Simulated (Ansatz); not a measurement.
## Phonons of Lu3SnC (Pm-3m) against volume

Wanted: mode Grüneisen parameters of Lu3SnC (Pm-3m).

Calculated with Ansatz 0.2.0; DFT PBEsol, scalar-relativistic, plane waves, PAW; PAW set soft_1.

**1. The system as given**

The structure is cubic, space group Pm-3m (No. 221). Conventional cell: a = 4.684 Å, b = 4.684 Å, c = 4.684 Å, α = 90.00°, β = 90.00°, γ = 90.00°. Lu has 2 C at 2.34 Å and 8 Lu at 3.31 Å and 4 Sn at 3.31 Å nearest. Sn has 12 Lu at 3.31 Å nearest. Nearest to C lie 6 Lu at 2.34 Å. Farther neighbours, and contacts between anions beyond the nearest, are not listed.

**2. Response at finite wavevector**

Stability and thermal properties need the whole zone. Linear response on a 2×2×2 q mesh gives force constants as far as a supercell of that size would.

input.yaml

```yaml
crystal:
  lattice:
    - [4.6838116069, 0.0, 0.0]
    - [0.0, 4.6838116069, 0.0]
    - [0.0, 0.0, 4.6838116069]
  atoms:
    - { symbol: Lu, position: [0.5, 0.0, 0.5] }
    - { symbol: Lu, position: [0.5, 0.5, 0.0] }
    - { symbol: Lu, position: [0.0, 0.5, 0.5] }
    - { symbol: Sn, position: [0.0, 0.0, 0.0] }
    - { symbol: C, position: [0.5, 0.5, 0.5] }
kpoints:
  mp_grid: { grid: [8, 8, 8] }
hamiltonian:
  xc: pbesol
  pseudopotentials: { kind: paw, azcp: { folder: soft_1 }, xc_functional: pbe }
scf:
  occupations: { method: methfessel_paxton, width: 0.2 }
output:
  eigenvalues: true
phonons:
  method: dfpt
  qmesh: [2, 2, 2]
  temperatures: { t_max: 1000, t_step: 50 }
  qpath:
    path:
      - [[0.0, 0.0, 0.0], [0.0, 0.5, 0.0], [0.5, 0.5, 0.0], [0.0, 0.0, 0.0], [0.5, 0.5, 0.5], [0.0, 0.5, 0.0]]
      - [[0.5, 0.5, 0.5], [0.5, 0.5, 0.0]]
    npoints: 10
```

Launch:

```console
ansatz run input.yaml --threads 4 --pin off --max-ram 10240MiB --backend cpu --events-out ev --progress --plain --runs-dir out
```

Standard output:

```text
Engine: ansatz 0.2.0, aarch64-unknown-linux-gnu
Pseudopotentials: kind: paw
Pseudopotential: Lu, paw, valence charge 25, recommended cutoff 420 eV (normal), soft_1/Lu.paw.azcp
Pseudopotential: Sn, paw, valence charge 14, recommended cutoff 420 eV (normal), soft_1/Sn.paw.azcp
Pseudopotential: C, paw, valence charge 4, recommended cutoff 420 eV (normal), soft_1/C.paw.azcp
Functional definition: PBEsol
  exchange = pbesol_x
  correlation = pbesol_c
Crystal: 5 atoms, lattice volume = 102.754 Å³
Basis set: ecut = 420 eV, 2007 PW (Γ), exchange–correlation on 64×64×64 points (8 copies of the dense FFT grid, shifted against one another)
Bands: 56, of which v1, the nominal top of the filled ones, is band 47 counted from 1 (46 counted from 0)
Symmetry: 48 space group operations
k-points: 35 of 512
Non-local potential: Lu, projectors of the file, l = 0: 3, l = 1: 2, l = 2: 2, l = 3: 3
Non-local potential: Sn, projectors of the file, l = 0: 2, l = 1: 2, l = 2: 2, l = 3: 1
Non-local potential: C, projectors of the file, l = 0: 2, l = 1: 2, l = 2: 1
PAW form: soft (Blöchl's): semilocal exchange-correlation on the pseudo side does not see the compensation charge
PAW frozen core: Lu, regenerated for the run's functional, and the local potential with it (the file was generated under x = pbe(κ = 0.804, μ = 0.219515), c = pbe(β = 0.066725))
PAW frozen core: Sn, regenerated for the run's functional, and the local potential with it (the file was generated under x = pbe(κ = 0.804, μ = 0.219515), c = pbe(β = 0.066725))
PAW frozen core: C, regenerated for the run's functional, and the local potential with it (the file was generated under x = pbe(κ = 0.804, μ = 0.219515), c = pbe(β = 0.066725))
PAW one-centre angular grid: Lu, 590 points (default); XC on 64 Gauss nodes
PAW one-centre angular grid: Sn, 590 points (default); XC on 64 Gauss nodes
PAW one-centre angular grid: C, 110 points (default); XC on 64 Gauss nodes
Initial density: superposition of atomic densities (chi_scale 0.1, normalization cell, long waves kept (reshape's long-wave potential 0.00 eV rms))
Initial wavefunctions: pseudopotential atomic-orbital guess
Functional: x = pbesol(κ = 0.804, μ = 0.123457), c = pbesol(β = 0.046)
SCF iter   1: F=—  HF=-50039.249818 eV  |F-HF|=—  |Δ(HF+E_count)|=         —  Δρ=6.29e-2  dr2=1.09e1  ethr=3.10e-3  ⟨swp⟩=7.4  Hψ=8495  notcnv=0
preconditioner: auto → Kerker (q_TF=auto, 2.683 Å⁻¹)  [metal: Δε(μ)=0.071 eV  Ē_g=13.561 eV  σ=0.200 eV  W_gap=0.30  n_scr=32 (ndim 8)  ℏωp=34.2 eV  f_vac=0.000  D(μ)=1.32/eV (n_scr^D=6)]
SCF iter   2: F=—  HF=-50037.252135 eV  |F-HF|=—  |Δ(HF+E_count)|=    2.00e0  S|Δr|=    0.00e0  Δρ=3.05e-2  dr2=3.09e0  ethr=3.10e-3  ⟨swp⟩=4.1  Hψ=4455  notcnv=0  defer=91
SCF iter   3: F=—  HF=-50036.502353 eV  |F-HF|=—  |Δ(HF+E_count)|=   7.50e-1  S|Δr|=    0.00e0  Δρ=1.24e-2  dr2=4.56e-1  ethr=3.10e-3  ⟨swp⟩=3.2  Hψ=3223  notcnv=0  defer=89
SCF iter   4: F=—  HF=-50036.373504 eV  |F-HF|=—  |Δ(HF+E_count)|=   1.29e-1  S|Δr|=    0.00e0  Δρ=3.98e-3  dr2=1.39e-2  ethr=4.91e-4  ⟨swp⟩=3.5  Hψ=4331  notcnv=0  defer=80
SCF iter   5: F=—  HF=-50036.373600 eV  |F-HF|=—  |Δ(HF+E_count)|=   9.51e-5  S|Δr|=    0.00e0  Δρ=1.80e-3  dr2=3.54e-3  ethr=1.50e-5  ⟨swp⟩=3.2  Hψ=5471  notcnv=0  defer=76
SCF iter   6: F=—  HF=-50036.367257 eV  |F-HF|=—  |Δ(HF+E_count)|=   6.34e-3  S|Δr|=    0.00e0  Δρ=1.17e-3  dr2=1.15e-3  ethr=3.81e-6  ⟨swp⟩=4.0  Hψ=5447  notcnv=0  defer=76
SCF iter   7: F=—  HF=-50036.366699 eV  |F-HF|=—  |Δ(HF+E_count)|=   5.59e-4  S|Δr|=    0.00e0  Δρ=2.56e-4  dr2=9.46e-5  ethr=1.23e-6  ⟨swp⟩=2.6  Hψ=4333  notcnv=0  defer=76
SCF iter   8: F=—  HF=-50036.366721 eV  |F-HF|=—  |Δ(HF+E_count)|=   2.23e-5  S|Δr|=    0.00e0  Δρ=1.45e-4  dr2=2.46e-5  ethr=1.02e-7  ⟨swp⟩=3.2  Hψ=4111  notcnv=0  defer=76
SCF iter   9: F=—  HF=-50036.366715 eV  |F-HF|=—  |Δ(HF+E_count)|=   5.93e-6  S|Δr|=    0.00e0  Δρ=3.98e-5  dr2=1.94e-6  ethr=2.64e-8  ⟨swp⟩=3.4  Hψ=5018  notcnv=0  defer=76
SCF iter  10: F=—  HF=-50036.366715 eV  |F-HF|=—  |Δ(HF+E_count)|=   4.11e-7  S|Δr|=    0.00e0  Δρ=1.09e-5  dr2=1.08e-7  ethr=2.08e-9  ⟨swp⟩=3.1  Hψ=4532  notcnv=0  defer=76
SCF iter  11: F=—  HF=-50036.366715 eV  |F-HF|=—  |Δ(HF+E_count)|=   2.11e-8  S|Δr|=    0.00e0  Δρ=3.08e-6  dr2=9.15e-9  ethr=1.16e-10  ⟨swp⟩=3.0  Hψ=4808  notcnv=0  defer=76
SCF iter  12: F=—  HF=-50036.366715 eV  |F-HF|=—  |Δ(HF+E_count)|=   2.16e-9  S|Δr|=    0.00e0  Δρ=8.82e-7  dr2=5.91e-10  ethr=9.84e-12  ⟨swp⟩=2.3  Hψ=3531  notcnv=0  defer=76
SCF iter  13: F=—  HF=-50036.366715 eV  |F-HF|=—  |Δ(HF+E_count)|=  1.46e-11  S|Δr|=    0.00e0  Δρ=3.31e-7  dr2=9.86e-11  ethr=1.00e-12  ⟨swp⟩=2.4  Hψ=3584  notcnv=0  defer=76
SCF iter  14: F=—  HF=-50036.366715 eV  |F-HF|=—  |Δ(HF+E_count)|=  1.46e-11  S|Δr|=    0.00e0  Δρ=9.51e-8  dr2=4.62e-12  ethr=1.00e-12  ⟨swp⟩=19.5  Hψ=21169  notcnv=0
SCF iter  15: F=-50036.366715 eV  HF=-50036.366715 eV  |F-HF|=1.46e-11  |Δ(HF+E_count)|=  7.28e-12  S|Δr|=    0.00e0  Δρ=4.37e-8  dr2=6.87e-13  ethr=1.00e-12  ⟨swp⟩=9.1  Hψ=13542  notcnv=0
SCF 1 converged in 15 iterations: F = -50036.366715 eV  dr2 = 6.87e-13
  greatest PAW one-centre occupation: 0.998 electrons in one spin orbital (limit 2), on the Lu atom at site 1 (counted from 0), in its partial waves of l = 0
phonons: the bands overlap, so this run is a metal and interpolates without the dipole-dipole term. If the crystal is really an insulator or semiconductor, its LO-TO splitting is missing
NSCF: frozen V_eff on 35 k-points
WARN: eigensolver did not converge in 8 slots of this pass, the one above among them; of largest residual over every band (k=12): 1 band(s) unlocked (lowest unlocked band 55, counted from 0; max residual 1.73e-3 eV among the unlocked bands, 1.73e-3 eV over every band); of lowest unlocked band (k=5): band 55
NSCF: frozen V_eff on 125 k-points
DFPT response loops at q = (0, 0, 0) (fractional): preconditioner auto → Kerker (q_TF=auto, 2.683 Å⁻¹) (partly filled bands, converged f_vac=0.000); β = 1.00, the filter's whole step (`scf.mixing.beta` (0.50) is not read by the response loops under this deck's `scf.mixing.preconditioner`; to damp them name `kerker` or `kerker_dos`, under which they read `scf.mixing.beta`, and type it under 1.00, their step now; both keys bind the ground state too); Broyden in place of MSR1
NSCF: frozen V_eff on 250 k-points
DFPT response loops at q = (0, 0, -0.5) (fractional): mixed as the last ones told, above
NSCF: frozen V_eff on 250 k-points
DFPT response loops at q = (0, -0.5, -0.5) (fractional): mixed as the last ones told, above
NSCF: frozen V_eff on 250 k-points
DFPT response loops at q = (-0.5, -0.5, -0.5) (fractional): mixed as the last ones told, above
SCF converged after 15 iterations
Stability not checked: this state was not tested for a lower state beside it, because cold or Methfessel-Paxton smearing, or corrected tetrahedra, fill the levels in a way that the test cannot read (fill_not_monotonic; see scf.lower_state_search)
Free energy (F): -50036.366715 eV
Harris-Foulkes:  -50036.366715 eV  (|F-HF|=1.46e-11)
Internal energy: -50036.364481 eV  (E = F + TS)
E sigma→0 (E₀):  -50036.366156 eV
Entropy (-TS):   -0.002234 eV (-0.447 meV/atom)
Fermi energy:    15.593374 eV
--- Per-component energies (eV) ---
  E_band       = 146.480531
  E_kinetic    = 1521.859991
  E_local      = -21066.204271  (includes V_loc(G=0)·N_el)
  E_nonlocal   = 2221.519326
  E_hartree    = 8938.484284
  E_xc         = -795.858145
  E_vxc        = -901.935452  (∫ρ·V_xc dr)
  E_paw        = -26292.936715  (= ΣΔE_a)
  E_vpaw       = 494.272102  (= ΣTr[D̂ρ^β])
  E_aug_tail   = 0.000256  (compensation charges beyond the density's cutoff)
  E_ewald      = -14567.110802
  E_core_change = 3.881594  (= ΣΔE_core)
  E_smearing   = -0.002234  (= −TS)
  E_closure    = -0.000000  (closes the sum)
  Σ components = -50036.366715   (vs F -50036.366715, Δ=0.00e0)
--- Band table (eV; the first three rows and the last of 35) ---
  k-point 0: bands = [... 43 lower, 14.1043, 14.1043, 14.8923, 14.8923, 14.8923, 16.2565, 16.2565, 16.2565, ... 5 higher]
  k-point 1: bands = [... 43 lower, 14.1372, 14.5679, 14.6342, 14.6342, 14.9555, 15.6420, 16.6471, 16.6471, ... 5 higher]
  k-point 2: bands = [... 43 lower, 13.9213, 14.2507, 14.2507, 14.5982, 15.1273, 15.7740, 17.4028, 17.4028, ... 5 higher]
  k-point 34: bands = [... 43 lower, 13.4073, 13.4073, 13.4073, 16.2461, 16.2461, 16.2461, 17.4356, 17.4356, ... 5 higher]
--- Phonons (Γ-DFPT): 4 representative perturbations + reference (Σ response iterations 13) ---
  ASR residual: 2.685e-5 → 0.000e0 eV/Å²; symmetrization residual: 1.381e-6 eV/Å²
  ASR residual per site (eV/Å²): 2.53e-5 2.53e-5 2.53e-5 2.68e-5 2.12e-5
  Γ frequencies (cm⁻¹): 0.00 0.00 0.00 103.86 103.86 103.86 108.69 108.69 108.69 144.50 144.50 144.50 466.31 466.31 466.31
--- Phonons (arbitrary-q DFPT): 4 irreducible q on the 2×2×2 mesh ---
  q = [0.0000, 0.0000, 0.0000] (star 1, of the zone-centre solve; hermiticity 2.03e-7, symmetrization 6.07e-12): -0.00 -0.00 0.00 103.86 103.86 103.86 108.69 108.69 108.69 144.50 144.50 144.50 466.31 466.31 466.31
  q = [0.0000, 0.0000, -0.5000] (star 3, 9 solved perturbations in 975 linear systems a pass and spin channel, the states on 125 of 512 k-point pairs; hermiticity 2.78e-7, symmetrization 7.31e-9): 70.90 70.90 80.18 84.23 84.23 94.45 112.63 113.11 113.11 136.91 136.91 162.37 451.25 451.25 547.89
  q = [0.0000, -0.5000, -0.5000] (star 3, 9 solved perturbations in 975 linear systems a pass and spin channel, the states on 125 of 512 k-point pairs; hermiticity 3.90e-7, symmetrization 2.11e-8): 38.92 81.61 81.61 88.29 88.29 103.27 108.44 118.24 121.25 121.25 144.08 181.73 460.57 526.35 526.35
  q = [-0.5000, -0.5000, -0.5000] (star 1, 4 solved perturbations in 350 linear systems a pass and spin channel, the states on 125 of 512 k-point pairs; hermiticity 7.15e-8, symmetrization 3.44e-8): 56.91 56.91 56.91 96.46 96.46 96.46 132.74 132.74 132.74 149.28 149.28 199.09 517.06 517.06 517.06
  sum rule: each row above includes the acoustic sum rule's correction from the zone centre's row sums; it moved no ω² by more than (0.69 cm⁻¹)²
  mesh force constants: q→R imaginary residual 3.52e-18; ASR residual 2.685e-5 → 0.000e0 eV/Å²; symmetrization residual 1.066e-14 eV/Å²
  interpolated dispersion: 62 rows × 15 modes
  density of states and harmonic sums: on the 14×14×14 q-mesh, interpolated from the force constants of a 2×2×2 supercell (no non-analytic term)
  largest difference from the sums on the solved wave vectors: F 8.31e-2 eV, S 1.15e-4 and C_V 3.22e-5 eV/K
  zero-point energy: 0.170813 eV/cell   skipped modes (ω ≤ 0): 3   left out of the sums: 7.29e-5 of the cell's modes: C_V's classical limit lies that fraction below 3 k_B per atom; for a crystal, a wire or a layer, F and S can be off by more, and a phonons.interpolated_qmesh denser along its periods is the remedy for the sampling
```

It took 9.7 min on 4 threads of Arm Neoverse V1, shared host; peak memory 2.1 GiB; 38 min of CPU time.

Numbers from this step:

| Item | Value |
| --- | --- |
| volume per atom | 20.55 Å³ |
| gap on the k-mesh | 0 eV |
| sum-rule residual before enforcement | 2.68e-5 eV/Å² |
| lowest frequency on the path | 0 cm⁻¹ |
| point group | m-3m |
| highest frequency on path, mesh or solved points | 547.9 cm⁻¹ |
| mean frequency | 183.7 cm⁻¹ |
| Debye temperature (second moment) | 450 K |
| logarithmic mean frequency | 138.3 cm⁻¹ |
| highest optical mode at the zone centre (no LO-TO term) | 466.3 cm⁻¹ |
| lowest optical zone-centre mode | 103.9 cm⁻¹ |
| lowest mode on the q mesh (acoustic modes at Γ apart) | 38.92 cm⁻¹ |
| zero-point energy per atom | 34.16 meV |
| heat capacity at 300 K | 22.68 J/(mol atoms K) |
| vibrational entropy at 300 K | 36.44 J/(mol atoms K) |
| edges of the widest gap between branches, on path and mesh | 199.1, 451.2 cm⁻¹ |

Frequencies (cm⁻¹) solved at each irreducible wavevector; negative means imaginary. Frequencies by wavevector, by row:

```
q in reciprocal lattice units  star  mode 1  mode 2  mode 3  mode 4  mode 13  mode 14  mode 15
                        0 0 0     1       0       0       0   103.9    466.3    466.3    466.3
                     0 0 -0.5     3    70.9    70.9    80.2    84.2    451.2    451.2    547.9
                  0 -0.5 -0.5     3    38.9    81.6    81.6    88.3    460.6    526.4    526.4
               -0.5 -0.5 -0.5     1    56.9    56.9    56.9    96.5    517.1    517.1    517.1
```

Symmetry leaves 4 wavevectors to solve. The lowest mode among them, the acoustic zeros apart, lies at q = (0, -0.5, -0.5) and is real, 38.9 cm⁻¹.

**3. Relaxing at another volume, volume ratio 0.97**

The volume is scaled by 0.97 and held; symmetry leaves nothing to relax, so this is a single point. The modes can then be followed against volume.

input.yaml, the sections that differ from step 2:

```yaml
crystal:
  lattice:
    - [4.6364971436, 0.0, 0.0]
    - [0.0, 4.6364971436, 0.0]
    - [0.0, 0.0, 4.6364971436]
  atoms:
    - { symbol: Lu, position: [0.5, 0.0, 0.5] }
    - { symbol: Lu, position: [0.5, 0.5, 0.0] }
    - { symbol: Lu, position: [0.0, 0.5, 0.5] }
    - { symbol: Sn, position: [0.0, 0.0, 0.0] }
    - { symbol: C, position: [0.5, 0.5, 0.5] }
output:
  forces: true
  stress: true
  eigenvalues: true
# kpoints, hamiltonian, scf: as in step 2
# phonons: removed
```

Standard output:

```text
[...]
Crystal: 5 atoms, lattice volume = 99.671 Å³
Basis set: ecut = 420 eV, 1935 PW (Γ), exchange–correlation on 64×64×64 points (8 copies of the dense FFT grid, shifted against one another)
Bands: 56, of which v1, the nominal top of the filled ones, is band 47 counted from 1 (46 counted from 0)
Symmetry: 48 space group operations
[...]
k-points: 35 of 512
[...]
k-point 0: bands = [... 43 lower, 14.6865, 14.6865, 15.3613, 15.3613, 15.3613, 16.8421, 16.8421, 16.8421, ... 5 higher]
  k-point 1: bands = [... 43 lower, 14.6232, 15.1091, 15.1199, 15.1199, 15.4263, 16.2345, 17.2233, 17.2233, ... 5 higher]
  k-point 2: bands = [... 43 lower, 14.4624, 14.7647, 14.7647, 15.0924, 15.6025, 16.3415, 17.9807, 17.9807, ... 5 higher]
  k-point 34: bands = [... 43 lower, 13.9359, 13.9359, 13.9359, 16.7918, 16.7918, 16.7918, 17.9872, 17.9872, ... 5 higher]
[key lines of the parts left out:]
SCF converged after 11 iterations
Free energy (F): -50036.337269 eV
Fermi energy:    16.103002 eV
P = ⅓ Tr σ = 3.1437 GPa (31.437 kbar)
```

The job ended after 4.9 s (4 threads; peak memory 0.52 GiB).

Numbers from this step:

* pressure: 3.144 GPa
* volume per atom: 19.93 Å³

The run ends at a pressure of 3.14 GPa.

**4. Phonons at the other volume, volume ratio 0.97**

The phonons are repeated at this volume on the same meshes, so that differences come from the volume alone.

Changes to input.yaml since step 3:

```diff
@@ -19,4 +19,11 @@
 output:
-  forces: true
-  stress: true
   eigenvalues: true
+phonons:
+  method: dfpt
+  qmesh: [2, 2, 2]
+  temperatures: { t_max: 1000, t_step: 50 }
+  qpath:
+    path:
+      - [[0.0, 0.0, 0.0], [0.0, 0.5, 0.0], [0.5, 0.5, 0.0], [0.0, 0.0, 0.0], [0.5, 0.5, 0.5], [0.0, 0.5, 0.0]]
+      - [[0.5, 0.5, 0.5], [0.5, 0.5, 0.0]]
+    npoints: 10
```

Standard output:

```text
[...]
Crystal: 5 atoms, lattice volume = 99.671 Å³
Basis set: ecut = 420 eV, 1935 PW (Γ), exchange–correlation on 64×64×64 points (8 copies of the dense FFT grid, shifted against one another)
Bands: 56, of which v1, the nominal top of the filled ones, is band 47 counted from 1 (46 counted from 0)
Symmetry: 48 space group operations
k-points: 35 of 512
[...]
SCF iter   1: F=—  HF=-50039.361748 eV  |F-HF|=—  |Δ(HF+E_count)|=         —  Δρ=6.57e-2  dr2=1.14e1  ethr=3.10e-3  ⟨swp⟩=7.4  Hψ=8822  notcnv=0
[...]
SCF iter  14: F=-50036.337269 eV  HF=-50036.337269 eV  |F-HF|=2.91e-11  |Δ(HF+E_count)|=    0.00e0  S|Δr|=    0.00e0  Δρ=9.29e-8  dr2=6.42e-12  ethr=1.00e-12  ⟨swp⟩=20.3  Hψ=19612  notcnv=0
SCF 1 converged in 14 iterations: F = -50036.337269 eV  dr2 = 6.42e-12
[...]
NSCF: frozen V_eff on 35 k-points
[...]
SCF converged after 14 iterations
[...]
Free energy (F): -50036.337269 eV
[...]
Internal energy: -50036.335493 eV  (E = F + TS)
E sigma→0 (E₀):  -50036.336825 eV
Entropy (-TS):   -0.001775 eV (-0.355 meV/atom)
Fermi energy:    16.103008 eV
[...]
--- Band table (eV; the first three rows and the last of 35) ---
  k-point 0: bands = [... 43 lower, 14.6866, 14.6866, 15.3614, 15.3614, 15.3614, 16.8421, 16.8421, 16.8421, ... 5 higher]
  k-point 1: bands = [... 43 lower, 14.6232, 15.1092, 15.1199, 15.1199, 15.4263, 16.2345, 17.2233, 17.2233, ... 5 higher]
  k-point 2: bands = [... 43 lower, 14.4624, 14.7647, 14.7647, 15.0924, 15.6025, 16.3415, 17.9807, 17.9807, ... 5 higher]
  k-point 34: bands = [... 43 lower, 13.9359, 13.9359, 13.9359, 16.7919, 16.7919, 16.7919, 17.9872, 17.9872, ... 5 higher]
[...]
ASR residual: 1.465e-4 → 0.000e0 eV/Å²; symmetrization residual: 1.445e-6 eV/Å²
  ASR residual per site (eV/Å²): 1.47e-4 1.47e-4 1.47e-4 3.15e-6 2.95e-6
[...]
--- Phonons (arbitrary-q DFPT): 4 irreducible q on the 2×2×2 mesh ---
[...]
interpolated dispersion: 62 rows × 15 modes
[...]
```

Elapsed: 9.2 min, on 4 threads; peak memory 2.1 GiB; 36 min of CPU time.

Read from the output:

- sum-rule residual before enforcement: 1.47e-4 eV/Å²
- highest frequency on path, mesh or solved points: 568.5 cm⁻¹
- mean frequency: 191.7 cm⁻¹
- Debye temperature (second moment): 470 K
- logarithmic mean frequency: 144.2 cm⁻¹
- highest optical mode at the zone centre (no LO-TO term): 488.4 cm⁻¹
- lowest optical zone-centre mode: 107.3 cm⁻¹
- lowest mode on the q mesh (acoustic modes at Γ apart): 41.08 cm⁻¹
- zero-point energy per atom: 35.64 meV
- heat capacity at 300 K: 22.52 J/(mol atoms K)
- vibrational entropy at 300 K: 35.51 J/(mol atoms K)
- edges of the widest gap between branches, on path and mesh: 208, 473.4 cm⁻¹

Frequencies (cm⁻¹) solved at each irreducible wavevector; negative means imaginary. Frequencies by wavevector, by row:

```csv
q in reciprocal lattice units,star,mode 1,mode 2,mode 3,mode 4,mode 13,mode 14,mode 15
0 0 0,1,0,0,0,107.3,488.4,488.4,488.4
0 0 -0.5,3,74.1,74.1,82.8,86.2,473.4,473.4,568.5
0 -0.5 -0.5,3,41.1,83.3,83.3,91.6,483.9,547.2,547.2
-0.5 -0.5 -0.5,1,59.2,59.2,59.2,98.1,538.5,538.5,538.5
```

The highest optical mode at the zone centre (no LO-TO term) is 488.4 cm⁻¹, +22.1 cm⁻¹ against the base run.

(Part 1 of 2 ends here.)

[Long decimals in the printed logs are rounded to 6 places.]

[Logs are printed without paths, hosts, clocks, repeated set-up lines and the standing remarks that a program may print on its own settings, such as how far it seeks lower states.]

[Hosts, paths, dates, database ids (printed as entryN), source tags and the programs' standing remarks are cut or masked in the printed files.]

[Where the starting crystal was built by hand or by swapping elements, it need not be the compound's stable phase.]
